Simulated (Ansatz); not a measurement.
**KRuCl3, from a guessed structure to a relaxed one**

This structure for KRuCl3 is made up. Its elements were placed in a known structure type with a cell scaled to their sizes. What cell does the guess relax to, and how far off was it?

Main program and level: Ansatz 0.2.0; DFT, PBE, plane-wave PAW, files of the set soft_1, scalar-relativistic, no spin, cell and ions relaxed at zero pressure; PAW set soft_1.

**1. The structure**

The structure is cubic, space group Pm-3m (No. 221). The conventional cell has a = 5.185 Å, b = 5.185 Å, c = 5.185 Å, α = 90.00°, β = 90.00°, γ = 90.00°. Ru has 6 Cl at 2.59 Å nearest. Nearest to K lie 12 Cl at 3.67 Å. Nearest to Cl lie 2 Ru at 2.59 Å and 4 K at 3.67 Å. Farther neighbours and most contacts between anions are not listed.

**2. Relaxation of the guess**

The guess takes its coordinates from another compound and its volume from a rule, so the cell and any free coordinates are relaxed together.

Input file input.yaml:

```yaml
crystal:
  lattice:
    - [5.185, 0.0, 0.0]
    - [0.0, 5.185, 0.0]
    - [0.0, 0.0, 5.185]
  atoms:
    - { symbol: Ru, position: [0.0, 0.0, 0.0] }
    - { symbol: K, position: [0.5, 0.5, 0.5] }
    - { symbol: Cl, position: [0.5, 0.0, 0.0] }
    - { symbol: Cl, position: [0.0, 0.0, 0.5] }
    - { symbol: Cl, position: [0.0, 0.5, 0.0] }
kpoints:
  mp_grid: { grid: [5, 5, 5] }
scf:
  occupations: { method: fermi_dirac, width: 0.05 }
hamiltonian:
  xc: pbe
  pseudopotentials: { kind: paw, azcp: { folder: soft_1 } }
relax:
  f_tol: 0.015
  max_steps: 70
  cell: {}
output:
  forces: true
  stress: true
```

Command:

```bash
> ansatz run input.yaml --threads 4 --pin off --max-ram 8192MiB --backend cpu --events-out ev --progress --plain --runs-dir out
```

Numbers of over 12 decimals in the logs are rounded to 6 here.

What it wrote:

```text
Engine: ansatz 0.2.0, x86_64-unknown-linux-gnu
Pseudopotentials: kind: paw
Pseudopotential: Ru, paw, valence charge 16, recommended cutoff 420 eV (normal), soft_1/Ru.paw.azcp
Pseudopotential: K, paw, valence charge 9, recommended cutoff 420 eV (normal), soft_1/K.paw.azcp
Pseudopotential: Cl, paw, valence charge 7, recommended cutoff 420 eV (normal), soft_1/Cl.paw.azcp
Functional definition: PBE
  parameter kappa = 0.804
  parameter beta = 0.066725
  exchange = pbe_x(kappa = kappa, mu = beta*pi^2/3)
  correlation = pbe_c(beta = beta)
Crystal: 5 atoms, lattice volume = 139.395 Å³
Basis set: ecut = 420 eV, 2777 PW (Γ), exchange–correlation on 72×72×72 points (8 copies of the dense FFT grid, shifted against one another)
Bands: 28, of which v1, the nominal top of the filled ones, is band 23 counted from 1 (22 counted from 0)
Symmetry: 48 space group operations
Space group: Pm-3m (ITA 221), of the structure as read, at distance tolerance 5.2e-5 Å
k-points: 10 of 125
Non-local potential: Ru, projectors of the file, l = 0: 3, l = 1: 2, l = 2: 2, l = 3: 1
Non-local potential: K, projectors of the file, l = 0: 3, l = 1: 2, l = 2: 2
Non-local potential: Cl, projectors of the file, l = 0: 2, l = 1: 2, l = 2: 1
PAW form: soft (Blöchl's): semilocal exchange-correlation on the pseudo side does not see the compensation charge
PAW one-centre angular grid: Ru, 590 points (default); XC on 64 Gauss nodes
PAW one-centre angular grid: K, 110 points (default); XC on 64 Gauss nodes
PAW one-centre angular grid: Cl, 110 points (default); XC on 64 Gauss nodes
Initial density: superposition of atomic densities (chi_scale 0.1, normalization cell, long waves kept (reshape's long-wave potential 0.01 eV rms))
Initial wavefunctions: pseudopotential atomic-orbital guess
Functional: x = pbe(κ = 0.804, μ = 0.219515), c = pbe(β = 0.066725)
SCF iter   1: F=—  HF=-10660.029975 eV  |F-HF|=—  |Δ(HF+E_count)|=         —  Δρ=5.01e-2  dr2=3.45e0  ethr=3.10e-3  ⟨swp⟩=6.9  Hψ=1269  notcnv=0
preconditioner: auto → LDOS  [metal: Δε(μ)=0.100 eV  Ē_g=9.982 eV  σ=0.050 eV  W_gap=0.40  n_scr=26 (ndim 8)  ℏωp=18.9 eV  f_vac=0.020  D(μ)=9.56/eV (n_scr^D=92)  β→1.0]
SCF iter   2: F=—  HF=-10658.866497 eV  |F-HF|=—  |Δ(HF+E_count)|=    1.16e0  Δρ=2.42e-2  dr2=6.44e-1  ethr=3.10e-3  ⟨swp⟩=4.8  Hψ=650  notcnv=0  defer=1
SCF iter   3: F=—  HF=-10658.620665 eV  |F-HF|=—  |Δ(HF+E_count)|=   2.46e-1  Δρ=4.63e-3  dr2=6.04e-2  ethr=1.40e-3  ⟨swp⟩=3.3  Hψ=555  notcnv=0  defer=1
SCF iter   4: F=—  HF=-10658.613711 eV  |F-HF|=—  |Δ(HF+E_count)|=   6.95e-3  Δρ=3.30e-3  dr2=3.24e-2  ethr=1.31e-4  ⟨swp⟩=2.1  Hψ=452  notcnv=0  defer=1
SCF iter   5: F=—  HF=-10658.609124 eV  |F-HF|=—  |Δ(HF+E_count)|=   4.59e-3  Δρ=1.87e-3  dr2=8.33e-3  ethr=7.05e-5  ⟨swp⟩=1.4  Hψ=283  notcnv=0  defer=1
SCF iter   6: F=—  HF=-10658.607553 eV  |F-HF|=—  |Δ(HF+E_count)|=   1.57e-3  Δρ=2.14e-4  dr2=7.91e-5  ethr=1.81e-5  ⟨swp⟩=2.1  Hψ=402  notcnv=0  defer=1
SCF iter   7: F=—  HF=-10658.607809 eV  |F-HF|=—  |Δ(HF+E_count)|=   2.55e-4  Δρ=8.79e-5  dr2=8.11e-6  ethr=1.72e-7  ⟨swp⟩=2.6  Hψ=513  notcnv=0  defer=1
SCF iter   8: F=-10658.607808 eV  HF=-10658.607808 eV  |F-HF|=1.22e-7  |Δ(HF+E_count)|=   1.39e-6  Δρ=1.07e-5  dr2=9.07e-8  ethr=2.17e-10  ⟨swp⟩=4.2  Hψ=1425  notcnv=0
SCF 1 converged in 8 iterations: F = -10658.607808 eV  dr2 = 9.07e-8
  greatest PAW one-centre occupation: 0.999 electrons in one spin orbital (limit 2), on the Ru atom at site 0 (counted from 0), in its partial waves of l = 0
relax step   1: F+E_penalty+E_count = -10658.60780764 eV  Δ(F+E_penalty+E_count) = +0.000e0 eV  max|allowed force component| = 6.462e-30 eV/Å  Δτ_max = 0.0000 Å  P = -5.530 GPa  Ω = 139.395 Å³  (8 SCF iters, dr2 threshold 1.00e-7 eV, accepted)
Crystal: 5 atoms, lattice volume = 122.443 Å³
Basis set: ecut = 420 eV, 2373 PW (Γ), exchange–correlation on 72×72×72 points (8 copies of the dense FFT grid, shifted against one another)
Initial density: handed on by an earlier stage of this run
Initial wavefunctions: those handed on with the density
iter 1 solved again at ethr=6.88e-5 eV; its pass at ethr=3.10e-3 eV (dr2=3.17e-2 eV) is discarded
SCF iter   1: F=—  HF=-10659.044638 eV  |F-HF|=—  |Δ(HF+E_count)|=         —  Δρ=4.10e-3  dr2=3.08e-2  ethr=6.88e-5  ⟨swp⟩=2.0  Hψ=1624  notcnv=0
preconditioner: auto → LDOS  [metal: Δε(μ)=0.101 eV  Ē_g=10.797 eV  σ=0.050 eV  W_gap=0.45  n_scr=26 (ndim 8)  ℏωp=20.1 eV  f_vac=0.048  D(μ)=5.74/eV (n_scr^D=56)  β→1.0]
SCF iter   2: F=—  HF=-10659.036776 eV  |F-HF|=—  |Δ(HF+E_count)|=   7.86e-3  Δρ=2.24e-3  dr2=7.09e-3  ethr=6.70e-5  ⟨swp⟩=3.7  Hψ=589  notcnv=0
SCF iter   3: F=—  HF=-10659.034467 eV  |F-HF|=—  |Δ(HF+E_count)|=   2.31e-3  Δρ=8.51e-4  dr2=1.69e-3  ethr=1.54e-5  ⟨swp⟩=2.4  Hψ=532  notcnv=0
SCF iter   4: F=—  HF=-10659.034209 eV  |F-HF|=—  |Δ(HF+E_count)|=   2.58e-4  Δρ=5.21e-4  dr2=6.67e-4  ethr=3.66e-6  ⟨swp⟩=2.0  Hψ=308  notcnv=0
SCF iter   5: F=—  HF=-10659.034090 eV  |F-HF|=—  |Δ(HF+E_count)|=   1.19e-4  Δρ=1.42e-4  dr2=2.86e-5  ethr=1.45e-6  ⟨swp⟩=2.0  Hψ=367  notcnv=0
SCF iter   6: F=—  HF=-10659.034255 eV  |F-HF|=—  |Δ(HF+E_count)|=   1.65e-4  Δρ=1.74e-5  dr2=4.05e-7  ethr=1.09e-9  ⟨swp⟩=4.1  Hψ=1389  notcnv=0
SCF iter   7: F=-10659.034255 eV  HF=-10659.034255 eV  |F-HF|=1.23e-8  |Δ(HF+E_count)|=   2.09e-7  Δρ=3.87e-6  dr2=2.40e-8  ethr=8.81e-10  ⟨swp⟩=3.0  Hψ=1140  notcnv=0
SCF 2 converged in 7 iterations: F = -10659.034255 eV  dr2 = 2.40e-8
relax step   2: F+E_penalty+E_count = -10659.03425479 eV  Δ(F+E_penalty+E_count) = -4.264e-1 eV  max|allowed force component| = 4.168e-30 eV/Å  Δτ_max = 0.0000 Å  P = -1.976 GPa  Ω = 122.443 Å³  energy of the carried Pulay correction = +1.603e-3 eV  (7 SCF iters, dr2 threshold 5.00e-7 eV, accepted)
Crystal: 5 atoms, lattice volume = 114.702 Å³
Basis set: ecut = 420 eV, 2205 PW (Γ), exchange–correlation on 72×72×72 points (8 copies of the dense FFT grid, shifted against one another)
iter 1 solved again at ethr=1.44e-5 eV; its pass at ethr=3.10e-3 eV (dr2=6.62e-3 eV) is discarded
SCF iter   1: F=—  HF=-10659.064745 eV  |F-HF|=—  |Δ(HF+E_count)|=         —  Δρ=2.03e-3  dr2=6.14e-3  ethr=1.44e-5  ⟨swp⟩=2.2  Hψ=1605  notcnv=0
preconditioner: auto → LDOS  [metal: Δε(μ)=0.072 eV  Ē_g=11.093 eV  σ=0.050 eV  W_gap=0.31  n_scr=26 (ndim 8)  ℏωp=20.8 eV  f_vac=0.034  D(μ)=5.02/eV (n_scr^D=32)  β→1.0]
SCF iter   2: F=—  HF=-10659.063318 eV  |F-HF|=—  |Δ(HF+E_count)|=   1.43e-3  Δρ=1.07e-3  dr2=1.41e-3  ethr=1.33e-5  ⟨swp⟩=2.9  Hψ=531  notcnv=0
SCF iter   3: F=—  HF=-10659.062805 eV  |F-HF|=—  |Δ(HF+E_count)|=   5.13e-4  Δρ=3.39e-4  dr2=2.29e-4  ethr=3.07e-6  ⟨swp⟩=2.0  Hψ=519  notcnv=0
SCF iter   4: F=—  HF=-10659.062867 eV  |F-HF|=—  |Δ(HF+E_count)|=   6.24e-5  Δρ=1.91e-4  dr2=8.38e-5  ethr=4.99e-7  ⟨swp⟩=2.0  Hψ=310  notcnv=0
SCF iter   5: F=—  HF=-10659.062852 eV  |F-HF|=—  |Δ(HF+E_count)|=   1.56e-5  Δρ=4.64e-5  dr2=3.01e-6  ethr=1.82e-7  ⟨swp⟩=2.0  Hψ=358  notcnv=0
SCF iter   6: F=-10659.062851 eV  HF=-10659.062851 eV  |F-HF|=4.88e-8  |Δ(HF+E_count)|=   5.76e-7  Δρ=8.58e-6  dr2=1.08e-7  ethr=1.09e-9  ⟨swp⟩=5.0  Hψ=1101  notcnv=0
SCF 3 converged in 6 iterations: F = -10659.062851 eV  dr2 = 1.08e-7
relax step   3: F+E_penalty+E_count = -10659.06285115 eV  Δ(F+E_penalty+E_count) = -2.860e-2 eV  max|allowed force component| = 7.300e-30 eV/Å  Δτ_max = 0.0000 Å  P = +1.021 GPa  Ω = 114.702 Å³  energy of the carried Pulay correction = +2.407e-3 eV  (6 SCF iters, dr2 threshold 5.00e-7 eV, accepted)
Crystal: 5 atoms, lattice volume = 117.227 Å³
Basis set: ecut = 420 eV, 2301 PW (Γ), exchange–correlation on 72×72×72 points (8 copies of the dense FFT grid, shifted against one another)
iter 1 solved again at ethr=1.58e-6 eV; its pass at ethr=3.10e-3 eV (dr2=7.26e-4 eV) is discarded
SCF iter   1: F=—  HF=-10659.069822 eV  |F-HF|=—  |Δ(HF+E_count)|=         —  Δρ=6.74e-4  dr2=6.72e-4  ethr=1.58e-6  ⟨swp⟩=2.0  Hψ=1556  notcnv=0
preconditioner: auto → LDOS  [metal: Δε(μ)=0.083 eV  Ē_g=11.007 eV  σ=0.050 eV  W_gap=0.36  n_scr=26 (ndim 8)  ℏωp=20.6 eV  f_vac=0.046  D(μ)=5.13/eV (n_scr^D=32)  β→1.0]
SCF iter   2: F=—  HF=-10659.069678 eV  |F-HF|=—  |Δ(HF+E_count)|=   1.44e-4  Δρ=3.49e-4  dr2=1.55e-4  ethr=1.46e-6  ⟨swp⟩=2.0  Hψ=484  notcnv=0
SCF iter   3: F=—  HF=-10659.069752 eV  |F-HF|=—  |Δ(HF+E_count)|=   7.42e-5  Δρ=1.12e-4  dr2=2.52e-5  ethr=3.36e-7  ⟨swp⟩=2.4  Hψ=422  notcnv=0
SCF iter   4: F=—  HF=-10659.069748 eV  |F-HF|=—  |Δ(HF+E_count)|=   3.86e-6  Δρ=6.15e-5  dr2=9.08e-6  ethr=5.47e-8  ⟨swp⟩=2.0  Hψ=310  notcnv=0
SCF iter   5: F=-10659.069746 eV  HF=-10659.069746 eV  |F-HF|=2.28e-7  |Δ(HF+E_count)|=   1.60e-6  Δρ=1.37e-5  dr2=3.05e-7  ethr=1.09e-9  ⟨swp⟩=4.0  Hψ=1205  notcnv=0
SCF 4 converged in 5 iterations: F = -10659.069746 eV  dr2 = 3.05e-7
relax step   4: F+E_penalty+E_count = -10659.06974620 eV  Δ(F+E_penalty+E_count) = -6.895e-3 eV  max|allowed force component| = 1.153e-29 eV/Å  Δτ_max = 0.0000 Å  P = -0.088 GPa  Ω = 117.227 Å³  energy of the carried Pulay correction = +2.140e-3 eV  (5 SCF iters, dr2 threshold 5.00e-7 eV, accepted)
Crystal: 5 atoms, lattice volume = 117.022 Å³
iter 1 solved again at ethr=1.88e-8 eV; its pass at ethr=3.10e-3 eV (dr2=8.67e-6 eV) is discarded
SCF iter   1: F=—  HF=-10659.069704 eV  |F-HF|=—  |Δ(HF+E_count)|=         —  Δρ=5.12e-5  dr2=3.72e-6  ethr=1.88e-8  ⟨swp⟩=3.1  Hψ=1459  notcnv=0
preconditioner: auto → LDOS  [metal: Δε(μ)=0.082 eV  Ē_g=11.012 eV  σ=0.050 eV  W_gap=0.36  n_scr=26 (ndim 8)  ℏωp=20.6 eV  f_vac=0.043  D(μ)=5.13/eV (n_scr^D=32)  β→1.0]
SCF iter   2: F=—  HF=-10659.069827 eV  |F-HF|=—  |Δ(HF+E_count)|=   1.23e-4  Δρ=2.54e-5  dr2=7.63e-7  ethr=8.08e-9  ⟨swp⟩=2.0  Hψ=466  notcnv=0
SCF iter   3: F=—  HF=-10659.069827 eV  |F-HF|=—  |Δ(HF+E_count)|=   3.14e-7  Δρ=5.38e-6  dr2=3.44e-8  ethr=1.66e-9  ⟨swp⟩=2.0  Hψ=432  notcnv=0
SCF iter   4: F=-10659.069827 eV  HF=-10659.069827 eV  |F-HF|=6.02e-9  |Δ(HF+E_count)|=   5.75e-9  Δρ=1.80e-6  dr2=7.21e-9  ethr=4.24e-11  ⟨swp⟩=4.0  Hψ=948  notcnv=0
SCF 5 converged in 4 iterations: F = -10659.069827 eV  dr2 = 7.21e-9
relax step   5: F+E_penalty+E_count = -10659.06982671 eV  Δ(F+E_penalty+E_count) = -8.052e-5 eV  max|allowed force component| = 5.312e-30 eV/Å  Δτ_max = 0.0000 Å  P = -0.003 GPa  Ω = 117.022 Å³  energy of the carried Pulay correction = +2.161e-3 eV  (4 SCF iters, dr2 threshold 1.95e-8 eV, accepted)
Initial wavefunctions: pseudopotential atomic-orbital guess (no wavefunctions were taken with the density)
iter 1 solved again at ethr=4.92e-7 eV; its pass at ethr=3.10e-3 eV (dr2=2.26e-4 eV) is discarded
SCF iter   1: F=—  HF=-10659.067619 eV  |F-HF|=—  |Δ(HF+E_count)|=         —  Δρ=1.64e-4  dr2=4.71e-6  ethr=4.92e-7  ⟨swp⟩=3.3  Hψ=2094  notcnv=0
preconditioner: auto → LDOS  [metal: Δε(μ)=0.082 eV  Ē_g=11.013 eV  σ=0.050 eV  W_gap=0.36  n_scr=26 (ndim 8)  ℏωp=20.6 eV  f_vac=0.043  D(μ)=5.13/eV (n_scr^D=32)  β→1.0]
SCF iter   2: F=—  HF=-10659.067764 eV  |F-HF|=—  |Δ(HF+E_count)|=   1.45e-4  Δρ=3.09e-5  dr2=5.74e-7  ethr=1.02e-8  ⟨swp⟩=2.0  Hψ=517  notcnv=0
SCF iter   3: F=—  HF=-10659.067759 eV  |F-HF|=—  |Δ(HF+E_count)|=   5.07e-6  Δρ=6.90e-6  dr2=3.91e-8  ethr=1.25e-9  ⟨swp⟩=2.0  Hψ=517  notcnv=0
SCF iter   4: F=—  HF=-10659.067759 eV  |F-HF|=—  |Δ(HF+E_count)|=  7.29e-10  Δρ=1.83e-6  dr2=5.61e-9  ethr=8.50e-11  ⟨swp⟩=2.0  Hψ=499  notcnv=0
SCF iter   5: F=—  HF=-10659.067759 eV  |F-HF|=—  |Δ(HF+E_count)|=  5.69e-10  Δρ=8.61e-7  dr2=1.48e-9  ethr=1.22e-11  ⟨swp⟩=1.8  Hψ=304  notcnv=0
SCF iter   6: F=—  HF=-10659.067759 eV  |F-HF|=—  |Δ(HF+E_count)|=  2.73e-10  Δρ=2.52e-7  dr2=8.41e-11  ethr=3.22e-12  ⟨swp⟩=2.7  Hψ=440  notcnv=0
SCF iter   7: F=-10659.067759 eV  HF=-10659.067759 eV  |F-HF|=0.00e0  |Δ(HF+E_count)|=  2.73e-11  Δρ=2.45e-8  dr2=3.99e-13  ethr=1.00e-12  ⟨swp⟩=4.8  Hψ=974  notcnv=0
SCF 6 converged in 7 iterations: F = -10659.067759 eV  dr2 = 3.99e-13
relax step   6: F+E_penalty+E_count = -10659.06775902 eV  Δ(F+E_penalty+E_count) = +2.068e-3 eV  max|allowed force component| = 4.960e-30 eV/Å  Δτ_max = 0.0000 Å  P = -0.006 GPa  Ω = 117.022 Å³  stress off target by 5.67e-3 GPa  SCF on the basis re-selected at this cell (its energy is not comparable with the rows above)  (7 SCF iters)
basis re-selected at this cell: Δ(F+E_penalty+E_count) = +2.068e-3 eV, ΔP = -0.002 GPa vs the last step (what re-selecting the basis moved, of the pressure what is left beyond the Pulay correction that the steps carried, after the strain that the cell walked since its last selection, with what the two solves' SCF thresholds leave and, on support functions, any second-order correction that the steps lacked; it is no m [...]
SCF converged after 7 iterations
Free energy (F): -10659.067759 eV
Harris-Foulkes:  -10659.067759 eV  (|F-HF|=0.00e0)
Internal energy: -10659.021009 eV  (E = F + TS)
E sigma→0 (E₀):  -10659.044384 eV
Entropy (-TS):   -0.046750 eV (-9.350 meV/atom)
Fermi energy:    6.440711 eV
--- Per-component energies (eV) ---
  E_band       = -414.340422
  E_kinetic    = 1175.056028
  E_local      = -3814.913766  (includes V_loc(G=0)·N_el)
  E_nonlocal   = 525.115005
  E_hartree    = 1378.304037
  E_xc         = -626.466104
  E_vxc        = -728.011205  (∫ρ·V_xc dr)
  E_paw        = -6263.664663  (= ΣΔE_a)
  E_vpaw       = -328.195575  (= ΣTr[D̂ρ^β])
  E_aug_tail   = 0.001030  (compensation charges beyond the density's cutoff)
  E_ewald      = -3032.452577
  E_smearing   = -0.046750  (= −TS)
  E_closure    = -0.000000  (closes the sum)
  Σ components = -10659.067759   (vs F -10659.067759, Δ=0.00e0)
--- Forces (eV/Å), atoms counted from 1 ---
  atom   1  Ru    -0.00000000     0.00000000    -0.00000000
  atom   2  K      0.00000000    -0.00000000    -0.00000000
  atom   3  Cl     0.00000000     0.00000000    -0.00000000
  atom   4  Cl    -0.00000000    -0.00000000     0.00000000
  atom   5  Cl    -0.00000000    -0.00000000     0.00000000
  max |Σ_I F_I| component: 4.13e-30 eV/Å
--- Stress (GPa, compression-positive) ---
       -0.005671      -0.000000       0.000000
       -0.000000      -0.005671      -0.000000
        0.000000      -0.000000      -0.005671
  P = ⅓ Tr σ = -0.0057 GPa (-0.057 kbar)
--- Relaxed structure (5 steps of the walk, 5 accepted, 1 SCFs on fresh bases) ---
  F+E_penalty+E_count = -10659.06775902 eV   max|allowed force component| = 4.960e-30 eV/Å   (the final SCF, on the basis selected at the relaxed cell)
  cell:  # Å, volume = 117.0220 Å³
    - [4.891280, 0, 0]
    - [0, 4.891280, 0]
    - [0, 0, 4.891280]
  atoms:
    - { symbol: Ru, position: [0, 0, 0] }
    - { symbol: K, position: [0.5, 0.5, 0.5] }
    - { symbol: Cl, position: [0.5, 0, 0] }
    - { symbol: Cl, position: [0, 0, 0.5] }
    - { symbol: Cl, position: [0, 0.5, 0] }
```

Elapsed: 8.5 s, on 4 threads of Intel Xeon Platinum 8259CL at 2.50GHz (Skylake/Cascade Lake), shared host; peak memory 0.49 GiB; 19 s of CPU time.

This run has no spin polarisation, although Ru can carry a moment.

Step by step:

```csv
step,energy less that of the first step (eV),largest force component (eV/Å),pressure (GPa),volume (Å³)
1,0.0000,0.0000,-5.53,139.39
2,-0.4264,0.0000,-1.98,122.44
3,-0.4550,0.0000,1.02,114.70
4,-0.4619,0.0000,-0.09,117.23
5,-0.4620,0.0000,0.00,117.02
6*,-0.4600,0.0000,-0.01,117.02
```

Relaxation steps marked * repeat the geometry before them on a plane-wave basis chosen anew for their cell, so energy and pressure can jump there.

Forces are held to the 48 operations that the run works with; a distortion that breaks them can't arise in this run.

```csv
"conventional cell, symmetrised",before,after,change
a (Å),5.185,4.891,-5.7 %
b (Å),5.185,4.891,-5.7 %
c (Å),5.185,4.891,-5.7 %
volume (Å³/atom),27.88,23.40,-16.0 %
```

The relaxed structure:

```xyz
5
Lattice="4.8913 0.0000 0.0000 0.0000 4.8913 0.0000 0.0000 0.0000 4.8913" Properties=species:S:1:pos:R:3 pbc="T T T"
Ru    0.0000    0.0000    0.0000
K     2.4456    2.4456    2.4456
Cl    2.4456    0.0000    0.0000
Cl    0.0000    0.0000    2.4456
Cl    0.0000    2.4456    0.0000
```

Numbers from this step:

* free energy: -10659.0678 eV
* energy at zero smearing: -10659.0444 eV
* smearing term TS: 0.04675 eV
* Fermi energy: 6.441 eV
* electrons: 46
* symmetry operations: 48
* pressure: -0.005671 GPa

Shortest distances by pair of elements, guess and relaxed (not always the same contact):

```csv
pair,guess (Å),relaxed (Å)
Cl–Ru,2.592,2.446
Cl–K,3.666,3.459
Cl–Cl,3.666,3.459
K–Ru,4.490,4.236
Ru–Ru,5.185,4.891
```

The relaxation ends with a pressure of -0.01 GPa.

**3. Results**

```json
{
 "space group, relaxed": "Pm-3m",
 "conventional cell": "a = 4.891, b = 4.891, c = 4.891 Å; α = 90.0°, β = 90.0°, γ = 90.0°",
 "volume per atom": "23.40 Å³ (guess 27.88)"
}
```

What this shows: KRuCl3 relaxes to Pm-3m with a = 4.891, b = 4.891 and c = 4.891 Å. The guessed volume was 19 % too large. The space group Pm-3m was held in the relaxation, so the end point is a stationary structure within it and may be a saddle against distortions or other arrangements. Mesh and cutoff weren't tested. No dispersion term is used, so weakly bound directions may come out too long. The runs have no spin, and magnetism wasn't tested. Nothing here tests whether the compound is stable against decomposition.

[Logs are printed without paths, hosts, clocks, repeated set-up lines and the standing remarks that a program may print on its own settings, such as how far it seeks lower states.]

[Hosts, paths, dates, database ids (printed as entryN), source tags and the programs' standing remarks are cut or masked in the printed files.]
